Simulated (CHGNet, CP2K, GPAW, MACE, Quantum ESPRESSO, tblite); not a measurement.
# Quantum ESPRESSO on twisted graphene monolayer on bilayer, 21.79° (42 atoms): settings compared

How far do other settings of Quantum ESPRESSO move the forces in twisted graphene monolayer on bilayer, 21.79° (42 atoms)? One run of the same program serves as the yardstick.

Program: Quantum ESPRESSO 7.5. Level of theory: the method is named at each step. Results are calculated unless marked as measured.

**1. Starting point**

The cell holds 42 atoms: 42 C. Cell: a = 6.508 Å, b = 6.509 Å, c = 20.690 Å, α = 90.0°, β = 90.0°, γ = 120.0°. It derives from C (graphene). Graphene (a = 2.46 Å) under graphene (a = 2.46 Å), monolayer on bilayer, commensurate cell of 7 unit cells a layer, twist 21.79 deg; facing planes 3.32, 3.37 Å apart as built; 14 Å of vacuum; minimised with a classical potential. Then every atom was moved at random, 0.03 Å r.m.s. a Cartesian component. Regions: layer 1, 14 atoms (14 C); layer 2, 14 atoms (14 C); layer 3, 14 atoms (14 C). Vacuum lies along c.

The yardstick, on the same geometry:

```
method                 : Kohn-Sham DFT, PBE, SSSP efficiency 1.3.0 pseudopotentials, plane waves (Quantum ESPRESSO 7.5); sssp-pbe-1.3.0-efficiency, cutoffs 45/360 Ry, Γ point
r.m.s. force component : 1.523 eV/Å
longest force          : 6.137 eV/Å
time                   : 42 s on 4 MPI ranks of Intel Xeon Platinum 8488C (Sapphire Rapids), shared host
CPU time               : 2.7 min
```

**2. PBE+D3(BJ), sssp-1.3.0-efficiency, 45/360 Ry**

Method: Kohn-Sham DFT, PBE+D3(BJ), SSSP efficiency 1.3.0 pseudopotentials, plane waves.

Input file pw.in:

```
&control
  calculation = 'scf'
  pseudo_dir = './pseudo'
  outdir = './tmp'
  disk_io = 'none'
  tprnfor = .true.
/
&system
  ibrav = 0
  nat = 42
  ntyp = 1
  ecutwfc = 45
  ecutrho = 360
  nosym = .true.
  occupations = 'smearing'
  smearing = 'fd'
  degauss = 0.003675
  vdw_corr = 'dft-d3'
  dftd3_version = 4
  dftd3_threebody = .false.
/
&electrons
  conv_thr = 2.1e-07
  electron_maxstep = 100
  mixing_beta = 0.2
  mixing_mode = 'local-TF'
  diagonalization = 'david'
/
ATOMIC_SPECIES
C 12.011 C.upf
CELL_PARAMETERS angstrom
6.50850 0.00000 0.00000
-3.25425 5.63653 0.00000
0.00000 0.00000 20.69000
ATOMIC_POSITIONS crystal
C 0.19170 0.23974 0.33241
C 0.23755 0.04798 0.33638
C 0.33638 0.67601 0.33622
C 0.38194 0.48397 0.33438
C 0.48122 0.09520 0.33590
C 0.51652 0.89559 0.33436
C 0.61941 0.52862 0.33686
C 0.66694 0.33302 0.33552
C 0.76279 0.95455 0.33497
C 0.80877 0.76416 0.33652
C 0.89964 0.38320 0.33676
C 0.95605 0.19392 0.33556
C 0.04102 0.80588 0.33935
C 0.08657 0.61327 0.33641
C 0.37263 0.47286 0.50001
C 0.42471 0.27971 0.50032
C 0.52235 0.90096 0.50036
C 0.57688 0.72061 0.49817
C 0.66497 0.32258 0.49820
C 0.71694 0.13378 0.49896
C 0.81480 0.76800 0.49979
C 0.85995 0.56495 0.49776
C 0.95544 0.19245 0.49759
C 0.99868 0.00121 0.50014
C 0.08963 0.61724 0.50331
C 0.14213 0.42618 0.49976
C 0.23801 0.04182 0.50174
C 0.28155 0.85190 0.49981
C 0.37699 0.90003 0.66386
C 0.33653 0.66727 0.66606
C 0.24093 0.18650 0.66279
C 0.18706 0.95429 0.66423
C 0.52091 0.61215 0.66127
C 0.47093 0.37932 0.66237
C 0.80414 0.03820 0.66486
C 0.75359 0.80453 0.66372
C 0.66214 0.33620 0.66206
C 0.62064 0.09437 0.66433
C 0.95280 0.76669 0.66212
C 0.89710 0.52001 0.66440
C 0.09828 0.47799 0.66308
C 0.04994 0.24492 0.66143
K_POINTS gamma
```

Launch:

```
OMP_NUM_THREADS=1 mpirun -np 2 pw.x -in pw.in > output.txt
```

The log of the run:

```text
Program PWSCF
     gamma-point specific algorithms are used
     Parallelization info
     sticks:   dense  smooth     PW     G-vecs:    dense   smooth      PW
     Min        1878     945    237               295426   104479   13027
     Max        1879     946    238               295427   104494   13030
     Sum        3757    1891    475               590853   208973   26057
     bravais-lattice index     =            0
     lattice parameter (alat)  =      12.2993  a.u.
     unit-cell volume          =    5122.1209 (a.u.)^3
     number of atoms/cell      =           42
     number of atomic types    =            1
     number of electrons       =       168.00
     number of Kohn-Sham states=          101
     kinetic-energy cutoff     =      45.0000  Ry
     charge density cutoff     =     360.0000  Ry
     scf convergence threshold =      2.1E-07
     mixing beta               =       0.2000
     number of iterations used =            8  local-TF  mixing
     Exchange-correlation= SLA  PW   PBX  PBC
                           (   1   4   3   4   0   0   0)
     crystal axes: (cart. coord. in units of alat)
               a(1) = (   1.000000   0.000000   0.000000 )
               a(2) = (  -0.500000   0.866026   0.000000 )
               a(3) = (   0.000000   0.000000   3.178920 )
     reciprocal axes: (cart. coord. in units 2 pi/alat)
               b(1) = (  1.000000  0.577350 -0.000000 )
               b(2) = (  0.000000  1.154700  0.000000 )
               b(3) = (  0.000000 -0.000000  0.314572 )
     PseudoPot. # 1 for C :
     Pseudo is Projector augmented-wave + core cor, Zval =  4.0
     atomic species   valence    mass     pseudopotential
     C                 4.00    12.01100     C ( 1.00)
     No symmetry found
   Cartesian axes
     --------------------------------------------
     DFT-D3 Dispersion Correction (no 3-body):
     --------------------------------------------
       Reference C6 values for interpolation:
         atom   Coordination number   C6
         C          0.000            98.23
         C          0.987            86.49
         C          1.998            58.72
         C          2.999            51.56
         C          3.984            36.41
       Values used:
         atom   Coordination number  R0_AB[au]  C6      C8
         C          3.289            2.750     48.78   1410.70
         C          3.307            2.750     48.43   1400.54
         C          3.325            2.750     48.06   1389.94
         C          3.340            2.750     47.74   1380.59
         C          3.331            2.750     47.93   1386.22
         C          3.331            2.750     47.93   1386.14
[...]
C          3.315            2.750     48.27   1395.95
         C          3.303            2.750     48.51   1402.98
         C          3.327            2.750     48.01   1388.66
         Molecular C6 ( Ry / a.u.^6 ) =     84572.08
     number of k points=     1  Fermi-Dirac smearing, width (Ry)=  0.0037
                       cart. coord. in units 2pi/alat
        k(    1) = (   0.0000000   0.0000000   0.0000000), wk =   2.0000000
     Dense  grid:   295427 G-vectors     FFT dimensions: (  75,  75, 240)
     Smooth grid:   104487 G-vectors     FFT dimensions: (  54,  54, 180)
     Check: negative core charge=   -0.000007
     Initial potential from superposition of free atoms
     starting charge     167.9983, renormalised to     168.0000
     negative rho (up, down):  8.170E-04 0.000E+00
     Starting wfcs are  168 randomized atomic wfcs
     Self-consistent Calculation
     iteration #  1     ecut=    45.00 Ry     beta= 0.20
     negative rho (up, down):  1.117E-05 0.000E+00
     total energy              =    -776.93915382 Ry
     estimated scf accuracy    <       3.83740813 Ry
     iteration #  2     ecut=    45.00 Ry     beta= 0.20
     total energy              =    -775.08321682 Ry
     estimated scf accuracy    <       3.04586347 Ry
     iteration #  3     ecut=    45.00 Ry     beta= 0.20
     total energy              =    -775.61413489 Ry
     estimated scf accuracy    <       0.32703407 Ry
     iteration #  4     ecut=    45.00 Ry     beta= 0.20
     total energy              =    -775.62189340 Ry
     estimated scf accuracy    <       0.14902930 Ry
     iteration #  5     ecut=    45.00 Ry     beta= 0.20
     total energy              =    -775.62784149 Ry
     estimated scf accuracy    <       0.04458108 Ry
     iteration #  6     ecut=    45.00 Ry     beta= 0.20
     negative rho (up, down):  1.149E-02 0.000E+00
     total energy              =    -775.61040323 Ry
     estimated scf accuracy    <       0.04058753 Ry
[...]
negative rho (up, down):  2.492E-02 0.000E+00
[...]
negative rho (up, down):  4.062E-02 0.000E+00
[...]
negative rho (up, down):  4.056E-02 0.000E+00
[...]
total energy              =    -775.60573561 Ry
[...]
iteration # 22     ecut=    45.00 Ry     beta= 0.20
[...]
total energy              =    -775.60573568 Ry
     estimated scf accuracy    <       0.00000140 Ry
     iteration # 23     ecut=    45.00 Ry     beta= 0.20
     negative rho (up, down):  1.733E-03 0.000E+00
     total energy              =    -775.60573557 Ry
     estimated scf accuracy    <       0.00000033 Ry
     iteration # 24     ecut=    45.00 Ry     beta= 0.20
     negative rho (up, down):  1.733E-03 0.000E+00
     End of self-consistent calculation
          k = 0.0000 0.0000 0.0000 ( 13029 PWs)   bands (ev):
   -18.5327 -18.4174 -18.3349 -15.5151 -15.4366 -15.3589 -15.3564 -15.3210
   -15.2311 -15.1828 -15.1528 -15.1086 -15.0693 -15.0402 -14.9971 -14.9570
   -14.9104 -14.8390 -14.8205 -14.7886 -14.6719  -9.3159  -9.2957  -9.2508
    -9.1802  -9.1322  -9.1041  -9.0178  -8.9913  -8.9495  -8.8721  -8.8338
    -8.8190  -8.7701  -8.7417  -8.7271  -8.6497  -8.6422  -8.6139  -7.1252
    -6.5074  -6.4873  -6.4334  -6.3992  -6.3877  -6.3321  -6.2604  -6.2381
[...]
-2.2476  -2.1893  -2.1211  -2.1030  -2.0469  -2.0255  -2.0087  -1.9731
    -1.8970  -1.6317  -1.5777  -1.5436   4.5128   4.6354   4.7354   4.8109
     4.8390   4.8945   4.9271   4.9627   5.0112   5.0776   5.1304   5.1684
     5.2537   5.3352   5.3530   5.4328   5.4981
     the Fermi energy is    -0.2596 ev
!    total energy              =    -775.60573550 Ry
     total all-electron energy =     -3201.697844 Ry
     estimated scf accuracy    <       0.00000005 Ry
     smearing contrib. (-TS)   =      -0.00000000 Ry
     internal energy E=F+TS    =    -775.60573550 Ry
     The total energy is F=E-TS. E is the sum of the following terms:
     one-electron contribution =   -5100.54696244 Ry
     hartree contribution      =    2601.80970493 Ry
     xc contribution           =    -194.89434000 Ry
     ewald contribution        =    2177.47575387 Ry
     DFT-D3 Dispersion         =      -0.40237193 Ry
     one-center paw contrib.   =    -259.04751994 Ry
     convergence has been achieved in  24 iterations
     negative rho (up, down):  1.733E-03 0.000E+00
     Forces acting on atoms (cartesian axes, Ry/au):
     atom    1 type  1   force =     0.00696281    0.03148342    0.03787576
     atom    2 type  1   force =     0.02820910   -0.01299409   -0.00759848
     atom    3 type  1   force =    -0.08917354   -0.21191643   -0.01421037
     atom    4 type  1   force =     0.02213161   -0.04594374    0.00230508
     atom    5 type  1   force =    -0.08310975   -0.02892458   -0.00922748
     atom    6 type  1   force =     0.07832227    0.22602079    0.01793745
[...]
atom   40 type  1   force =     0.07020060    0.09112267   -0.02504202
     atom   41 type  1   force =    -0.07814636    0.00395824    0.01667782
     atom   42 type  1   force =     0.03970898   -0.14362922    0.02766770
     Total force =     0.668806     Total SCF correction =     0.000207
     Message from routine punch:
     Nothing written, as per user request (disk_io='none')
```

The job ended after 77 s (2 MPI ranks of Intel Xeon Platinum 8488C (Sapphire Rapids), shared host; peak memory 1 GiB).

Banners, paths, timers and routine set-up lines are dropped from the logs unmarked, and long logs keep their key lines alone; longer cuts are marked.

Numbers from this run, and their distance from the reference:

```yaml
r_m_s_force_component: 1.532 eV/Å
r_m_s_difference_of_force_components: 27.52 meV/Å
longest_difference_of_force_vectors: 62.91 meV/Å
force_difference_over_r_m_s_force: 1.806 %
slope_of_forces_against_the_reference_s: 1.005
correlation_of_force_components: 0.9999
```

The surroundings of C22, picked at random, nearest first, numbered as they follow in the input and with coordinates relative to it.

```
atom      x      y     z  distance (Å)  bonds     Fx     Fy  Fz (eV/Å)
 C22   0.00   0.00  0.00          0.00      3  -3.68   0.67       0.79
 C25   1.32   0.29  0.11          1.36      3   2.86  -0.70      -1.32
 C19  -0.48  -1.37  0.01          1.45      3  -0.59   1.45       0.19
 C21  -0.95   1.14  0.04          1.49      3  -0.14  -2.96      -0.49
 C26   2.29  -0.78  0.04          2.42      3  -1.59   1.12       0.27
 C28   1.81   1.62  0.04          2.43      3   0.71   0.35       0.86
 C20   0.47  -2.43  0.02          2.48      3  -2.08   1.46      -0.12
 C16  -1.90  -1.61  0.05          2.49      3   0.56   0.85      -0.28
 C18  -2.35   0.88  0.01          2.51      3  -0.47  -3.34       0.56
 C24  -0.52   2.46  0.05          2.51      3   2.11   0.30      -0.02
```

Forces lie 1.8 % from the reference's, at 0.94 times its CPU time (on 2 against 4 cores).

**3. PBE, gbrv-1.5, 40/200 Ry**

Method: Kohn-Sham DFT, PBE, GBRV 1.5 ultrasoft pseudopotentials, plane waves.

The pseudopotential files are exchanged too: ./pseudo now holds the set gbrv-pbe-1.5.

pw.in: that of step 2 with these lines changed.

```diff
@@ -11,4 +11,4 @@
   ntyp = 1
-  ecutwfc = 45
-  ecutrho = 360
+  ecutwfc = 40
+  ecutrho = 200
   nosym = .true.
@@ -17,5 +17,2 @@
   degauss = 0.003675
-  vdw_corr = 'dft-d3'
-  dftd3_version = 4
-  dftd3_threebody = .false.
 /
```

The log of the run:

```text
[banner, memory and clock lines left out]
Program PWSCF
     gamma-point specific algorithms are used
[... lines left out ...]
     number of k points=     1  Fermi-Dirac smearing, width (Ry)=  0.0037
[... lines left out ...]
     total energy              =    -484.50000759 Ry
[... lines left out ...]
     total energy              =    -482.64053665 Ry
[... lines left out ...]
     total energy              =    -483.17525940 Ry
[... lines left out ...]
     total energy              =    -483.17083062 Ry
[... lines left out ...]
     total energy              =    -483.17083082 Ry
[... lines left out ...]
     the Fermi energy is    -0.2660 ev
!    total energy              =    -483.17083120 Ry
[... lines left out ...]
     The total energy is F=E-TS. E is the sum of the following terms:
     one-electron contribution =   -5109.56280739 Ry
     hartree contribution      =    2601.65543767 Ry
     xc contribution           =    -152.73921561 Ry
     ewald contribution        =    2177.47575412 Ry
     convergence has been achieved in  22 iterations
     negative rho (up, down):  8.238E-04 0.000E+00
     Forces acting on atoms (cartesian axes, Ry/au):
     atom    1 type  1   force =     0.00714980    0.03169127    0.03621452
     atom    2 type  1   force =     0.02826549   -0.01347983   -0.00948143
     atom    3 type  1   force =    -0.08988319   -0.21220623   -0.01612067
[...]
atom   41 type  1   force =    -0.07790433    0.00543914    0.01858242
     atom   42 type  1   force =     0.04026131   -0.14393083    0.02996901
     Total force =     0.667550     Total SCF correction =     0.000393
     Message from routine punch:
     Nothing written, as per user request (disk_io='none')
```

It took 38 s on 2 MPI ranks; peak memory 0.52 GiB.

Numbers from this run, and their distance from the reference:

| Property | Result |
| --- | --- |
| r.m.s. force component | 1.529 eV/Å |
| r.m.s. difference of force components | 8.449 meV/Å |
| longest difference of force vectors | 35.36 meV/Å |
| force difference over r.m.s. force | 0.5546 % |
| slope of forces against the reference's | 1.004 |
| correlation of force components | 1 |

Against the first run (1.8 %), the force difference from the reference is 0.55 %, at 0.50 times the CPU time.

**4. The ladder**

Differences are against the plane-wave reference, forces as r.m.s. over components; share is that over the reference's r.m.s. force, slope the least-squares factor from reference forces to these. Total energies of different programs have different zeros and aren't compared.

```
                                            run  Δ force, r.m.s. (meV/Å)  share (%)  slope  cores  CPU time  memory (GiB)
                                      reference                        -          -      -      4   2.7 min           1.1
QE PBE+D3(BJ), sssp-1.3.0-efficiency, 45/360 Ry                     27.5       1.81  1.005      2   2.6 min           1.0
                    QE PBE, gbrv-1.5, 40/200 Ry                     8.45      0.555  1.004      2      76 s          0.52
```

CPU time is summed over cores on a shared host, where runs went side by side, so it is rough. Symmetry, cutoffs, thresholds, outputs and thread counts weren't matched or tuned between programs; memory under MPI is the largest rank's times the ranks.

**5. Outcome**

| Quantity | Value |
| --- | --- |
| nearest in forces | QE PBE, gbrv-1.5, 40/200 Ry, 0.55 % |
| its CPU time | 76 s |

In words: PBE on plane waves or a grid with other potentials, cutoffs or grids differs from the reference by 0.55 % (QE PBE, gbrv-1.5, 40/200 Ry) of the r.m.s. force; this holds the reference's own error, so differences of a few per cent don't tell which side is nearer the exact PBE result. In the reference's own program, potentials and cutoffs, a change of model alone moves forces by 1.8 % (QE PBE+D3(BJ), sssp-1.3.0-efficiency, 45/360 Ry). One electronic-structure run takes under half the reference's CPU time: QE PBE, gbrv-1.5, 40/200 Ry, at 0.55 % in 76 s against 2.7 min. The cell is under 6 Å thick along two periodic directions, so every atom has periodic images of itself close by, which move with it and show among its neighbours and in g(r). The reference's PBE has no dispersion term, which matters for the binding between molecules or layers. One k-point is far too coarse for the carbon or group-IV sheet, and it can put spurious forces of up to about 1 eV/Å on the sheet's atoms. The electronic-structure runs sample only Γ, in a cell whose shortest periodic width is 6 Å.

[Also dropped from logs without a mark: logging warnings of Python, and SIESTA's first energy breakdown and zero terms.]

[Logs are printed without paths, hosts, clocks, repeated set-up lines and the standing remarks that a program may print on its own settings, such as how far it seeks lower states.]

[Hosts, paths, dates, database ids (printed as entryN), source tags and the programs' standing remarks are cut or masked in the printed files.]
